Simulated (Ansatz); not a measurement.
Rows from a G0W0 calculation on Ge3H2 (hydrogen-terminated (110) film, 3 layers) (Ansatz 0.2.0; G0W0 on PBEsol, plane waves, PAW; PAW set soft_1; 4×4×1 mesh, 1205 empty bands, screening to 75 eV, PAW set soft_1 files), in eV. Spin-orbit coupling is left out.

```csv
row,k,band,start,Σx,Σc at the solution,Vxc
A,Γ,c2,-2.644,-10.909,-3.657,-15.342
B,Γ,v1,-4.485,-15.567,0.825,-14.270
C,"(0.000, -0.500, 0.000)",c1,-3.352,-9.127,-3.337,-13.065
D,"(0.000, -0.500, 0.000)",v1,-5.554,-15.482,1.252,-13.675
E,"(0.000, -0.500, 0.000)",c2,-2.903,-9.093,-3.400,-12.994
F,Γ,c1,-3.032,-7.484,-3.570,-11.477
```

Q: Give the quasiparticle energies and the shift of each level.

The quasiparticle equation reads E = start + Σx + Σc(E) − Vxc.

```csv
row,E (eV),shift (eV)
A,-1.867,+0.777
B,-4.958,−0.473
C,-2.751,+0.601
D,-6.109,−0.555
E,-2.402,+0.501
F,-2.609,+0.423
```

The gap over the computed points goes from 1.13 eV to 2.21 eV.

Limits: not at the basis limit; coarse mesh for a sheet; no spin-orbit coupling.

[Paths, hosts, dates, memory and timing lines, banners, echoed tables and standing remarks are left out of the program output.]

[Logs are printed without paths, hosts, clocks, repeated set-up lines and the standing remarks that a program may print on its own settings, such as how far it seeks lower states.]

[Runs of the session that timed out or met a known fault of the program may be left out.]

[Cells called generated may have been cut or substituted from an entry of the Crystallography Open Database or the Materials Project.]

[Hosts, paths, dates, database ids (printed as entryN), source tags and the programs' standing remarks are cut or masked in the printed files.]
